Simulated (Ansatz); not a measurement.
**Cr2CF2 MXene monolayer in a perpendicular field**

Wanted: the out-of-plane response of the Cr2CF2 MXene monolayer. A positive field points along +c.

Program: Ansatz 0.2.0. Level of theory: plane-wave DFT, PBE+U-D3(BJ), Ansatz PAW. Results are calculated unless marked as measured.

### Step 1. Starting point

The cell holds 5 atoms: 2 F, 2 Cr and 1 C. Cell: a = 2.836 Å, b = 2.836 Å, c = 38.632 Å, α = 90.0°, β = 90.0°, γ = 120.0°. Vacuum lies along c.

### Step 2. Relaxation

The starting cell is a guess, so the in-plane lattice and the atoms are relaxed first, with the slab cut off from its images along the normal.

The input, input.yaml:

```yaml
crystal:
  lattice:
    - [2.835976, 0.0, 0.0]
    - [-1.417988, 2.4560272605, 0.0]
    - [0.0, 0.0, 38.6318907799]
  atoms:
    - { symbol: F, position: [0.3333333333, 0.6666666667, 0.4504050837] }
    - { symbol: Cr, position: [0.6666666667, 0.3333333333, 0.4710342789], spin: 2.0 }
    - { symbol: C, position: [0.0, 0.0, 0.5] }
    - { symbol: Cr, position: [0.3333333333, 0.6666666667, 0.5289657211], spin: 2.0 }
    - { symbol: F, position: [0.6666666667, 0.3333333333, 0.5495949163] }
  periodic: [true, true, false]
magnetization:
  spin_polarized: true
kpoints:
  mp_grid: { grid: [12, 12, 1] }
hamiltonian:
  xc: pbe
  dispersion: d3bj
  hubbard: { sites: [{ species: Cr, l: d, u_eff: 2.0 }] }
scf:
  occupations: { method: fermi_dirac, width: 0.05 }
  convergence: { dr2_threshold: 1.0e-09 }
relax:
  f_tol: 0.004
  max_steps: 90
  cell: {}
output:
  write_potential: true
  write_density: true
  volumetric_format: npy
```

Started as:

```
$ ansatz run input.yaml --threads 2 --pin off --max-ram 3072MiB --backend cpu --events-out ev --progress --plain --runs-dir out
```

Planned after this: single point, field 0; atoms held, field 0.1 V/Å; atoms held, field -0.1 V/Å; single point, field 0.5 V/Å; atoms held, field -0.3 V/Å; response, atoms held; varying the input; the same run with other settings. Settings of the main run: cutoff 420 eV, 18×18×1 k-mesh, smearing width 0.02585 eV, collinear spin, 1 layers, stack Cr2CF2 MXene monolayer, PAW set soft 2, Hubbard terms Cr d U_eff 2 eV, starting moments 0.03 2.64 -0.28 2.64 0.03 μB.

In doubt: warnings of the run leave room for a lower electronic state, so energies may not be the lowest and differences between runs may mislead.

Q: Predict the equivalent conductor thickness, atoms held.

The induced dipole equals that of a perfect conductor 4.97 Å thick, while the outer atoms lie 4.62 Å apart; an out-of-plane ε follows only once a thickness t is chosen, by 1 − 1/ε = 4.97 Å / t. The gap stays within 0.01 eV of 0.08 eV over the fields run, up to 0.5 V/Å in size. Semilocal functionals give gaps that are too small, and excitons are not included.

| Property | Result |
| --- | --- |
| gap without field | 0.0822 eV |
| ionisation energy, upper face | 5.50 eV |
| electron affinity, upper face | 5.42 eV |
| equivalent conductor thickness, atoms held | 4.97 Å |

The program found another magnetic order that lies lower in at least one run, so the order shown is not the ground state. The program flags that a lower electronic or magnetic state may exist in some of these runs, so differences between them are in doubt. The MXene's terminations sit over the metal atoms of its far layer; the site over carbon or nitrogen, which some compounds prefer, was not run.

[Logs are printed without paths, hosts, clocks, repeated set-up lines and the standing remarks that a program may print on its own settings, such as how far it seeks lower states.]

[Hosts, paths, dates, database ids (printed as entryN), source tags and the programs' standing remarks are cut or masked in the printed files.]

[Maps of the electrostatic potential energy from Ansatz leave out the sawtooth potential of an applied field or a dipole correction, so their vacuum need not be flat; planar profiles and work functions include it.]
